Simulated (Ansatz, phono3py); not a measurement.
# GaP (F-43m): solver, mesh and scattering choices in phono3py, part 5 of 5

Aim: with force constants in hand, see how mesh, solver, isotopes and boundaries change the conductivity of GaP.

Measurements to reproduce:
- thermal conductivity 100 W/m/K near room temperature (given in “Combining the AFLOW GIBBS and Elastic Libraries to efficiently and robustly screen thermo-mechanical properties of solids”, 2017, arXiv:1611.05714)

Ansatz 0.2.0 and phono3py 4.10.0; DFT r2SCAN, scalar-relativistic, plane waves, PAW (the session's first sound run).

So far, κ at 300 K (W/m/K): step 3 (relaxation-time solution) 123; step 19 (Gaussian smearing, third order supercell 3×3×3, supercell 6×6×6 (run 2)) 114; step 21 (without the dipole term, third order supercell 3×3×3, supercell 6×6×6) 124; step 22 (a changed mass, third order supercell 3×3×3, supercell 6×6×6) 182; step 23 (mass disorder, third order supercell 3×3×3, supercell 6×6×6) 87.9.

## 24. An input with a fault, third order supercell 3×3×3, supercell 6×6×6

Level of this step: DFT r2SCAN, scalar-relativistic, plane waves, PAW; phono3py on Ansatz's force constants (phono3py).

This input was changed on purpose, to see how the program answers.

phono3py.yaml

```yaml
phono3py:
  version: "4.10.0"
  frequency_unit_conversion_factor: 15.633302
  symmetry_tolerance: 1.00000e-05

physical_unit:
  atomic_mass: "AMU"
  length: "angstrom"

space_group:
  type: "F-43m"
  number: 216
  Hall_symbol: "F -4 2 3"

primitive_matrix:
- [  1.000000000000000,  0.000000000000000,  0.000000000000000 ]
- [  0.000000000000000,  1.000000000000000,  0.000000000000000 ]
- [  0.000000000000000,  0.000000000000000,  1.000000000000000 ]

supercell_matrix:
- [   3,   0,   0 ]
- [   0,   3,   0 ]
- [   0,   0,   3 ]

# [primitive_cell block left out]
unit_cell:
  lattice:
  - [     0.000000000000000,     2.725687113700000,     2.725687113700000 ] # a
  - [     2.725687113700000,     0.000000000000000,     2.725687113700000 ] # b
  - [     2.725687113700000,     2.725687113700000,     0.000000000000000 ] # c
  points:
  - symbol: Ga # 1
    coordinates: [  0.000000000000000,  0.000000000000000,  0.000000000000000 ]
    mass: 69.723000
    reduced_to: 1
  - symbol: P # 2
    coordinates: [  0.250000000000000,  0.250000000000000,  0.250000000000000 ]
    mass: 30.973762
    reduced_to: 2

# [supercell block left out]
phonon_supercell_matrix:
- [   6,   0,   0 ]
- [   0,   6,   0 ]
- [   0,   0,   6 ]

# [phonon_primitive_cell block left out]
# [phonon_supercell block left out]
nac:
  born_effective_charge:
  - # 1 (Ga)
    - [  2.150071499722376,  0.000000000000000,  0.000000000000000 ]
    - [  0.000000000000000,  2.150071499722376,  0.000000000000000 ]
    - [  0.000000000000000,  0.000000000000000,  2.150071499722376 ]
  - # 2 (P)
    - [ -2.150071499722376,  0.000000000000000,  0.000000000000000 ]
    - [  0.000000000000000, -2.150071499722376,  0.000000000000000 ]
    - [  0.000000000000000,  0.000000000000000, -2.150071499722376 ]
  dielectric_constant:
    - [  9.364284479545452,  0.000000000000000,  0.000000000000000 ]
    - [  0.000000000000000,  9.364284479545452,  0.000000000000000 ]
    - [  0.000000000000000,  0.000000000000000,  9.364284479545450 ]
  unit_conversion_factor: 14.399645
```

Launch:

```sh
phono3py phono3py.yaml --mesh 11 11 11 --br --freq-scale 0.5 --ts 300
```

The program printed:

```text
[banner, memory and clock lines left out]
Rust backend (phonors) using rayon (8 threads).
Running in phono3py.load mode.
Spglib version 2.8.0
----------------------------- General settings -----------------------------
Run mode: conductivity-RTA
HDF5 data compression filter: gzip
Crystal structure was read from "phono3py.yaml".
Supercell (dim): [3 3 3]
Phonon supercell (dim-fc2): [6 6 6]
Primitive matrix:
  [1. 0. 0.]
  [0. 1. 0.]
  [0. 0. 1.]
Spacegroup: F-43m (216)
Use -v option to watch primitive cell, unit cell, and supercell structures.
NAC parameters were read from "phono3py.yaml".
fc3 was read from "fc3.hdf5".
fc2 was read from "fc2.hdf5".
----------------------------- Force constants ------------------------------
Max drift of fc3: 0.00030000 (xyz) 0.00030000 (xyz) 0.00030000 (xzy)
Max drift of fc2: -0.00280000 (xx) -0.00280000 (xx)
--------------------------- Calculation settings ---------------------------
Non-analytical term correction (NAC): True
NAC unit conversion factor:  14.39964
BZ integration: Tetrahedron-method
Temperature:  300.0
Cutoff frequency: 0.01
Frequency scale factor:  0.50000
Mesh sampling: [ 11 11 11 ]
Generating grid system ... [ 11 11 11 ]
fc3-r2q-transformation over three atoms: True
--------------------------- Phonon calculations ----------------------------
  PRB 50, 13035(R) (1994), PRB 55, 10355 (1997)
  G-cutoff distance: 1.21, Number of G-points: 307, Lambda: 0.39
Running harmonic phonon calculations...
-------------------- Lattice thermal conductivity (RTA) --------------------
Running heat capacity calculations...
Running velocity calculations...
======================= Grid point 0 (1/56) =======================
q-point: ( 0.00  0.00  0.00)
Boundary mean free path (millimeter): 1000.000
Number of triplets: 56
Frequency     group velocity (x, y, z)     |gv|
  -0.052   (   0.000    0.000    0.000)    0.000
  -0.052   (   0.000    0.000    0.000)    0.000
  -0.052   (   0.000    0.000    0.000)    0.000
   5.396   (  -0.000    0.000   -0.000)    0.000
   5.396   (  -0.000    0.000    0.000)    0.000
   5.396   (   0.000    0.000   -0.000)    0.000
======================= Grid point 1 (2/56) =======================
q-point: ( 0.09  0.00  0.00)
Boundary mean free path (millimeter): 1000.000
Number of triplets: 146
Frequency     group velocity (x, y, z)     |gv|
   0.468   (  -9.005    9.005    9.005)   15.597
   0.468   (  -9.005    9.005    9.005)   15.597
   0.990   ( -18.786   18.786   18.786)   32.539
   5.378   (   0.462   -0.462   -0.462)    0.801
   5.378   (   0.462   -0.462   -0.462)    0.801
   6.747   (  21.233  -21.233  -21.233)   36.777
[53 grid points left out]
======================= Grid point 310 (56/56) =======================
q-point: (-0.27  0.45  0.18)
Boundary mean free path (millimeter): 1000.000
Number of triplets: 366
Frequency     group velocity (x, y, z)     |gv|
   1.885   (   4.357    2.310   -0.000)    4.931
   2.244   (  -0.826    1.939   -0.000)    2.108
   3.261   (   0.983   -3.494    0.000)    3.629
   4.951   (  -1.566   -1.231    0.000)    1.992
   5.383   (   0.749    0.115   -0.000)    0.758
   5.887   (   0.094    0.862   -0.000)    0.867
=================== End of collection of collisions ===================
----------- Thermal conductivity (W/m-k) with tetrahedron method -----------
#  T(K)        xx         yy         zz         yz         xz         xy
  300.0      16.779     16.779     16.779     -0.000     -0.000      0.000

Thermal conductivity related properties were written into
"kappa-m111111.hdf5".
Summary of calculation was written in "phono3py.yaml".
```

Wall time 2.9 s (8 threads of Arm Neoverse V1, shared host); peak memory 0.1 GiB.

The run finished. A setting was moved off its sound value on purpose, so it serves as a test and not as the result.

The fault put into the input: force constants scaled so that frequencies halve, the dipole term apart, with which κ at 300 K comes out at 16.8 W/(m K).

## 25. Results

```
κ at 300 K, RTA, natural isotopes, mesh 19×19×19 : 123 W/m/K
κ at 300 K, RTA, pure, mesh 19×19×19             : 142 W/m/K
κ at 300 K, LBTE, mesh 19×19×19                  : 126 W/m/K
κ at 300 K, with coherences, mesh 19×19×19       : 123 W/m/K
κ at 300 K, no dipole term, mesh 19×19×19        : 124 W/m/K
```

In words: On these constants κ of GaP at 300 K is 123 W/(m K) in the base run, by relaxation time; smearing and coherences move that between 114 and 123. The full solution gives 126 W/(m K) (phono3py, mesh 19×19×19). On the same constants and mesh Ansatz's figure, which includes its coherence part, and phono3py's, which doesn't, differ by up to 1.2 %; with phono3py's own coherence part added, which is defined differently, the largest difference is 0.74 %. The last step of the mesh series (23 to 29) moves κ at 300 K by +6.6 %, while the coarsest mesh gives 52 % of the densest value. Normal processes make 39 % of the three-phonon scattering at 300 K, weighting modes by their heat capacity. A boundary length of 10 µm leaves 89 % of κ at 300 K. A boundary length of 100 µm leaves 99 % of κ at 300 K. Scaling the mass of Ga by 2 at fixed force constants, a model exercise, multiplies the isotope-free κ by 1.28. A mass variance of 0.001 on the Ga sites, typed in place of the natural one, gives 72 % of the base value. A measured thermal conductivity near room temperature is 100 W/m/K (arXiv:1611.05714); the calculated 126 W/m/K differs by +26 %. Four-phonon, defect and boundary scattering, which are left out, would lower the calculated value; thermal expansion is left out too.

[Logs are printed without paths, hosts, clocks, repeated set-up lines and the standing remarks that a program may print on its own settings, such as how far it seeks lower states.]

[Hosts, paths, dates, database ids (printed as entryN), source tags and the programs' standing remarks are cut or masked in the printed files.]

[A step with changed settings may run another functional than the one named; its input shows which.]
